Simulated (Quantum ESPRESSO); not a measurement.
Computed results, one entry a study.

```json
{"subject": "NiO: spin spirals in supercells", "lattice_ang": [[0.0, 2.0859, 2.0859], [2.0859, 0.0, 2.0859], [2.0859, 2.0859, 0.0]], "atoms": [["Ni", 0.0, 0.0, 0.0], ["O", 0.5, 0.5, 0.5]], "method": "PBE with U = 7.5 eV on Ni d (ortho-atomic projectors); plane waves with SSSP 1.3 efficiency PBE potentials, no spin-orbit coupling, flat spiral in a supercell (and 1 further level or step)", "program": "Quantum ESPRESSO 7.5", "settings_of_one_run": "SSSP 1.3 efficiency PBE, potential files O: O.pbe-n-kjpaw_psl.0.1.UPF, Ni: ni_pbe_v1.4.uspp.F.UPF, cutoff 639.47 eV, 12×6×6 k-mesh, 38 bands, fermi-dirac occupations, smearing width 0.1 eV, SCF threshold 2.00e-8, Hubbard form dudarev, Hubbard projectors ortho-atomic, q (0, 0, 0) reciprocal lattice, mesh matched on, starting moments 2 0 μB", "cost": "5 runs, 21 min in all on 4 MPI ranks of Arm Neoverse V2, shared host (the runs of this entry)", "notes": "Known weakness: gga takes another form for collinear and canted starts. Here a and a* are vectors of the cell in the input, which need not be the conventional cell, and only this direction was probed. The mesh is coarse, so differences of some ten meV can be noise in a metal.", "results": {"lowest_point": "q = 0.5 along a*, -81.0 meV a seeded atom", "highest_point": "q = 0, 0 meV a seeded atom"}}
```

[Logs and program files are shortened in this print: banners, set-up blocks, solver, clock and traceback lines can be left out without a mark of their own.]

[Logs are printed without paths, hosts, clocks, repeated set-up lines and the standing remarks that a program may print on its own settings, such as how far it seeks lower states.]

[Hosts, paths, dates, database ids (printed as entryN), source tags and the programs' standing remarks are cut or masked in the printed files.]

[Where a cell is said to come from a database of computed structures, the database is the Materials Project.]
